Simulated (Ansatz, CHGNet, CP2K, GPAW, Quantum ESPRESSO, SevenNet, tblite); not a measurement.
# tblite runs on graphene/h-BP/graphene sandwich (62 atoms)

Aim: run graphene/h-BP/graphene sandwich (62 atoms) in tblite and see how near its forces come to a plane-wave reference, and at what cost.

Calculated with tblite 0.8.0; the method is named at each step.

### 1. The structure

The cell holds 62 atoms: 48 C, 7 B and 7 P. Cell: a = 8.507 Å, b = 8.507 Å, c = 20.910 Å, α = 90.0°, β = 90.0°, γ = 120.0°. 12 cells of graphene (a = 2.46 Å, strained -0.17 %) and 7 cells of h-BP (a = 3.21 Å, +0.17 %) on one hexagonal cell, twist 10.89 deg; facing planes 3.49, 3.42 Å apart; 14 Å of vacuum; displaced by a Gaussian of 0.01 Å. Then every atom was moved at random, 0.03 Å r.m.s. a Cartesian component. Regions: layer 1, 24 atoms (24 C); layer 2, 14 atoms (7 B and 7 P); layer 3, 24 atoms (24 C). Vacuum lies along c.

The yardstick, on the same geometry:

| Quantity | Value |
| --- | --- |
| method | Kohn-Sham DFT, PBE, SSSP efficiency 1.3.0 pseudopotentials, plane waves (Quantum ESPRESSO 7.5); sssp-pbe-1.3.0-efficiency, cutoffs 45/360 Ry, Γ point |
| r.m.s. force component | 1.571 eV/Å |
| longest force | 5.641 eV/Å |
| time | 3.8 min on 2 MPI ranks of Arm Neoverse V1, shared host |
| CPU time | 7.5 min |

### 2. GFN2-xTB

Method: GFN2-xTB tight binding, diagonalisation.

The input, run.py:

```python
import numpy as np
from ase.io import read
from tblite.ase import TBLite

atoms = read("structure.xyz")
atoms.calc = TBLite(method="GFN2-xTB", electronic_temperature=580, accuracy=1.0, max_iterations=250, mixer_damping=0.1, verbosity=1)
energy = atoms.get_potential_energy()
forces = atoms.get_forces()
print(f"energy {energy:.6f} eV")
print("forces (eV/A)")
for i, (a, f) in enumerate(zip(atoms, forces)):
    print(f"{i:4d} {a.symbol:2s} {f[0]:10.5f} {f[1]:10.5f} {f[2]:10.5f}")
print("charges (e)")
print(np.array2string(atoms.get_charges(), precision=4, suppress_small=True, max_line_width=110, threshold=100000))
```

The input, structure.xyz:

```xyz
62
Lattice="8.50730 0.00000 0.00000 -4.25365 7.36754 0.00000 0.00000 0.00000 20.91000" Properties=species:S:1:pos:R:3 pbc="T T T"
C -1.42935 4.92704 7.00088
C -0.70509 3.69571 7.00903
C -1.40302 7.35929 6.99419
C -0.71253 6.08949 7.02492
C 0.71585 1.23590 6.98352
C -2.82761 7.32945 6.97056
C 0.73095 3.66255 7.00882
C 1.47810 2.47689 7.00903
C 0.64783 6.17356 7.00004
C 1.44747 4.90067 7.00903
C 2.79448 2.41140 6.98979
C 3.57983 1.23119 7.02053
C 2.86109 4.92623 7.02492
C 3.60646 3.64597 7.02911
C 2.87964 7.35634 6.95383
C 3.51143 6.12780 7.00150
C 4.96758 1.28593 6.98708
C 1.42327 7.35605 6.96470
C 4.91352 3.67662 6.97453
C 5.71431 2.49679 7.00025
C 4.91399 6.10872 7.00025
C 5.66514 4.85735 6.95655
C 7.08743 2.42053 6.96763
C 7.81332 1.14411 6.91619
B 4.05305 4.47165 10.51334
P 5.27265 3.05385 10.49807
B 7.69745 0.22154 10.46817
P 4.68063 6.10975 10.50435
B -1.37082 3.35363 10.46441
P -0.22481 1.96868 10.50267
B -2.04209 6.48830 10.46901
P -0.83703 5.14033 10.49557
B 1.64370 2.33124 10.51438
P 2.82812 0.90864 10.49285
B 1.05618 5.44505 10.50623
P 2.20892 4.09223 10.48574
B 4.66953 1.21292 10.48887
P 1.67062 7.22734 10.49055
C 3.37693 4.46392 13.88048
C 4.14616 3.22691 13.88361
C 3.36940 6.91709 13.89093
C 4.08661 5.71154 13.91477
C 5.51792 0.78788 13.87358
C 1.89760 6.95091 13.91435
C 5.47330 3.26743 13.93840
C 6.15312 1.98990 13.88508
C -3.01537 5.71272 13.96286
C -2.29310 4.48042 13.91289
C -0.88880 2.05238 13.90201
C -0.23778 0.82502 13.96746
C -0.82019 4.52293 13.92773
C -0.18601 3.27671 13.92543
C -0.90339 6.91945 13.97896
C -0.13786 5.71404 13.90661
C 1.25478 0.82185 13.91958
C -2.29421 6.94590 13.91435
[... 2 atom lines left out ...]
C 1.26593 5.67205 13.87859
C 1.99092 4.49840 13.88989
C 3.37259 1.99491 13.95366
C 4.05709 0.77661 13.90682
```

Command:

```sh
$ OMP_NUM_THREADS=1 python run.py > output.txt
```

The log of the run:

```text
------------------------------------------------------------
  cycle        total energy    energy error   density error
------------------------------------------------------------
      1     -129.1720567618  -1.3153929E+02   2.2103924E-01
      2     -129.2695378120  -9.7481050E-02   1.9952292E-01
      3     -129.1498196687   1.1971814E-01   1.1908451E-01
      4     -129.3960411455  -2.4622148E-01   8.8850594E-02
      5     -126.1925239420   3.2035172E+00   1.1033005E-01
      6     -129.3230736849  -3.1305497E+00   7.7154685E-02
      7     -129.3861779976  -6.3104313E-02   6.3405255E-02
      8     -129.4451887978  -5.9010800E-02   4.0992789E-02
      9     -129.4773236223  -3.2134825E-02   1.5356894E-02
     10     -129.4843802271  -7.0566047E-03   8.5307614E-03
     11     -129.4877009395  -3.3207125E-03   4.3946035E-03
     12     -129.4878823366  -1.8139703E-04   2.9972058E-03
     13     -129.4880401914  -1.5785485E-04   2.9599635E-03
     14     -129.4881496293  -1.0943785E-04   1.9506493E-03
     15     -129.4882131049  -6.3475673E-05   1.2460257E-03
     16     -129.4882393350  -2.6230085E-05   5.1858974E-04
     17     -129.4882460591  -6.7241039E-06   1.6930247E-04
     18     -129.4882452862   7.7291628E-07   1.4375662E-04
     19     -129.4882465382  -1.2520366E-06   6.0877226E-05
     20     -129.4882465762  -3.7920159E-08   4.1861291E-05
     21     -129.4882465683   7.8534299E-09   2.0811498E-05
     22     -129.4882466076  -3.9308929E-08   1.1568650E-05
------------------------------------------------------------
 total:                                   2.780 sec
energy -3523.554664 eV
forces (eV/A)
   0 C    -1.98809   -2.06990   -0.04077
   1 C     2.12242   -2.43099   -0.18129
   2 C    -1.38511    0.33180    0.13899
   3 C     0.18786    2.46543   -0.18059
   4 C    -0.47314   -0.74258   -0.25226
   5 C     0.72421    0.35365    0.27197
   6 C    -2.24695    2.90936    0.05043
   7 C    -3.06026   -2.90027   -0.10293
   8 C     2.89790   -1.47281    0.04918
   9 C    -0.13314    0.13975    0.04937
  10 C     3.64959    2.47876    0.43162
  11 C    -0.31600   -1.72415   -0.39519
  12 C    -2.41471   -2.09269   -0.03626
  13 C    -4.78486    0.23596   -0.20596
  14 C    -4.93029   -0.68592   -0.02230
  15 C     3.27056   -0.77285   -0.00205
  16 C     0.21289   -1.73494    0.06756
  17 C     0.65948    1.12302    0.14877
  18 C     3.61461    0.35749    0.15664
  19 C     0.08370   -2.46319   -0.26218
  20 C     1.26943    0.81698   -0.30739
  21 C     0.55803    2.18484    0.40923
  22 C     0.13693    1.90399   -0.00025
  23 C     2.34139    3.79405    0.49041
[...]
54 C    -0.50497    0.50814    0.20946
  55 C     0.35599    0.27816    0.50612
  56 C     1.95325    3.78598   -0.12296
  57 C    -1.34192   -3.32360    0.28206
  58 C     0.96446    0.69598    0.26006
  59 C    -2.95389   -1.39172    0.00406
  60 C     1.24485   -0.51821   -0.69150
  61 C    -0.27019    1.49801    0.33475
charges (e)
[ 0.0059 -0.0085 -0.0075  0.0094 -0.0121 -0.0071 -0.0027  0.0106  0.0015 -0.0134  0.0046  0.0011 -0.0053
 -0.0049  0.0085  0.0086 -0.0067 -0.0094  0.0128 -0.0007 -0.007  -0.0053 -0.0044  0.0051  0.1988 -0.2113
  0.1923 -0.172   0.2003 -0.1826  0.1987 -0.189   0.1946 -0.1985  0.1927 -0.1749  0.1991 -0.1896 -0.0036
 -0.0004 -0.0064  0.0023  0.0076 -0.0036  0.0072 -0.008  -0.0006 -0.0069 -0.0018 -0.0038 -0.0017  0.0084
 -0.      0.0011 -0.0124  0.0017 -0.006   0.005   0.002  -0.0049 -0.0023 -0.0047]
```

It took 3.3 s on 1 thread of Arm Neoverse V1, shared host; peak memory 0.13 GiB.

Banners, paths, timers and routine set-up lines are dropped from the logs unmarked, and long logs keep their key lines alone; longer cuts are marked.

Numbers from this run, and their distance from the reference:

```
r.m.s. force component                  : 1.511 eV/Å
r.m.s. difference of force components   : 162.9 meV/Å
longest difference of force vectors     : 512.4 meV/Å
force difference over r.m.s. force      : 10.37 %
slope of forces against the reference's : 0.9571
correlation of force components         : 0.9952
```

Length of the force difference by element (eV/Å):

| element | atoms | mean | most |
| --- | --- | --- | --- |
| B | 7 | 0.24 | 0.36 |
| C | 48 | 0.27 | 0.51 |
| P | 7 | 0.22 | 0.34 |

The surroundings of B31, one of the 7 B atoms, nearest first, numbered as they follow in the input and with coordinates relative to it.

| atom | x | y | z | distance (Å) | bonds | Mulliken charge (e) | Fx | Fy | Fz (eV/Å) |
| --- | --- | --- | --- | --- | --- | --- | --- | --- | --- |
| B31 | 0.00 | 0.00 | 0.00 | 0.00 | 3 | 0.20 | 0.25 | 0.93 | 0.10 |
| P32 | 1.21 | -1.35 | 0.03 | 1.81 | 3 | -0.19 | 1.51 | -0.67 | -0.03 |
| P28 | -1.78 | -0.38 | 0.04 | 1.82 | 3 | -0.17 | -0.53 | 2.94 | -0.10 |
| P34 | 0.62 | 1.79 | 0.02 | 1.89 | 3 | -0.20 | 0.12 | -0.26 | -0.02 |
| B25 | -2.41 | -2.02 | 0.04 | 3.14 | 3 | 0.20 | -0.63 | -2.20 | -0.10 |
| B29 | 0.67 | -3.13 | 0.00 | 3.21 | 3 | 0.20 | -1.21 | 0.86 | 0.09 |
| B27 | -3.02 | 1.10 | 0.00 | 3.22 | 3 | 0.19 | 1.10 | -0.64 | 0.09 |
| B37 | 2.46 | 2.09 | 0.02 | 3.23 | 3 | 0.20 | 0.04 | 1.05 | 0.01 |
| B33 | -0.57 | 3.21 | 0.05 | 3.26 | 3 | 0.19 | -0.54 | -0.26 | -0.09 |
| B35 | 3.10 | -1.04 | 0.04 | 3.27 | 3 | 0.19 | -1.44 | 1.30 | -0.08 |

Atoms are counted from 1 here, from 0 in the log.

Forces lie 10 % from the reference's, at 0.0073 times its CPU time (on 1 against 2 cores).

### 3. GFN1-xTB

Method: GFN1-xTB tight binding, diagonalisation.

run.py: that of step 2 with these lines changed.

```diff
@@ -5,3 +5,3 @@
 atoms = read("structure.xyz")
-atoms.calc = TBLite(method="GFN2-xTB", electronic_temperature=580, accuracy=1.0, max_iterations=250, mixer_damping=0.1, verbosity=1)
+atoms.calc = TBLite(method="GFN1-xTB", electronic_temperature=580, accuracy=1.0, max_iterations=250, mixer_damping=0.1, verbosity=1)
 energy = atoms.get_potential_energy()
```

structure.xyz is that of step 2.

The log of the run:

```text
------------------------------------------------------------
  cycle        total energy    energy error   density error
------------------------------------------------------------
      1     -129.9495741598  -1.3205261E+02   8.6226943E-01
      2     -129.9550336114  -5.4594516E-03   7.7689445E-01
      3     -129.8805897087   7.4443903E-02   2.5655244E-02
[...]
15     -129.9559245570  -1.5092149E-06   1.6632060E-05
     16     -129.9559245779  -2.0912097E-08   5.7073170E-06
------------------------------------------------------------
 total:                                   0.848 sec
energy -3536.280830 eV
forces (eV/A)
   0 C    -2.01879   -2.09299   -0.05380
   1 C     2.16877   -2.48054   -0.19116
   2 C    -1.42861    0.34241    0.12256
[...]
60 C     1.26932   -0.55008   -0.65554
  61 C    -0.30763    1.50485    0.34597
charges (e)
[ 0.0009 -0.0134 -0.0091  0.0065 -0.0171 -0.0087 -0.0058  0.008   0.001  -0.0156  0.0032 -0.0026 -0.0094
 -0.01    0.006   0.0073 -0.01   -0.0119  0.0107 -0.0035 -0.0071 -0.0078 -0.0062  0.0027  0.0947 -0.0667
  0.0878 -0.0598  0.0898 -0.0602  0.0943 -0.0628  0.0878 -0.0629  0.0878 -0.0596  0.0814 -0.0608 -0.0073
 -0.0043 -0.0092  0.      0.0034 -0.0049  0.0044 -0.0136 -0.0014 -0.0106 -0.0039 -0.0034 -0.0056  0.0042
 -0.0018 -0.004  -0.0148 -0.0007 -0.0082  0.0015 -0.0009 -0.0065 -0.0045 -0.0067]
```

Wall time 1.3 s (1 thread); peak memory 0.13 GiB.

Against the reference:

| Property | Result |
| --- | --- |
| r.m.s. force component | 1.547 eV/Å |
| r.m.s. difference of force components | 161.4 meV/Å |
| longest difference of force vectors | 483.2 meV/Å |
| force difference over r.m.s. force | 10.27 % |
| slope of forces against the reference's | 0.9795 |
| correlation of force components | 0.9948 |

Against the first run (10 %), the force difference from the reference is 10 %, at 0.40 times the CPU time.

### 4. Side by side

Differences are against the plane-wave reference, forces as r.m.s. over components; share is that over the reference's r.m.s. force, slope the least-squares factor from reference forces to these. Total energies of different programs have different zeros and aren't compared.

| run | Δ force, r.m.s. (meV/Å) | share (%) | slope | cores | CPU time | memory (GiB) |
| --- | --- | --- | --- | --- | --- | --- |
| reference | - | - | - | 2 | 7.5 min | 2.1 |
| tblite GFN2-xTB | 163 | 10.4 | 0.957 | 1 | 3.3 s | 0.13 |
| tblite GFN1-xTB | 161 | 10.3 | 0.980 | 1 | 1.3 s | 0.13 |

CPU time is summed over cores on a shared host, where runs went side by side, so it is rough. Symmetry, cutoffs, thresholds, outputs and thread counts weren't matched or tuned between programs; memory under MPI is the largest rank's times the ranks.

A second geometry, displaced anew (every atom was moved at random, 0.08 Å r.m.s. a Cartesian component), gives an energy difference that all programs can be tested on. The reference puts it at 216.6 meV/atom.

| run | energy less the first geometry's (meV/atom) | error (meV/atom) | force share at the second geometry (%) |
| --- | --- | --- | --- |
| tblite GFN2-xTB | 209.1 | -7.54 | 10.1 |
| tblite GFN1-xTB | 210.9 | -5.73 | 10.2 |

### 5. What came out

```
nearest in forces : a tie at 10 % of 2 runs: tblite GFN2-xTB; tblite GFN1-xTB
```

Tight binding differs by 10 % in each run; it is another model, with fitted parameters of its own, and the xTB methods hold dispersion. Of the electronic-structure runs that take under half the reference's CPU time, tblite GFN1-xTB is among the nearest, at 10 % in 1.3 s against 7.5 min. The energy difference between the two geometries, 217 meV/atom in the reference, is met best by tblite GFN1-xTB (-5.73) and worst by tblite GFN2-xTB (-7.54). Periodic xTB results under one method name differ between programs and library versions. The reference's PBE has no dispersion term, which matters for the binding between molecules or layers. One k-point is far too coarse for the carbon or group-IV sheet, and it can put spurious forces of up to about 1 eV/Å on the sheet's atoms. The electronic-structure runs sample only Γ, in a cell whose shortest periodic width is 7 Å, which is coarse for a cell with partly filled levels.

[Also dropped from logs without a mark: logging warnings of Python, and SIESTA's first energy breakdown and zero terms.]

[Logs are printed without paths, hosts, clocks, repeated set-up lines and the standing remarks that a program may print on its own settings, such as how far it seeks lower states.]

[Hosts, paths, dates, database ids (printed as entryN), source tags and the programs' standing remarks are cut or masked in the printed files.]
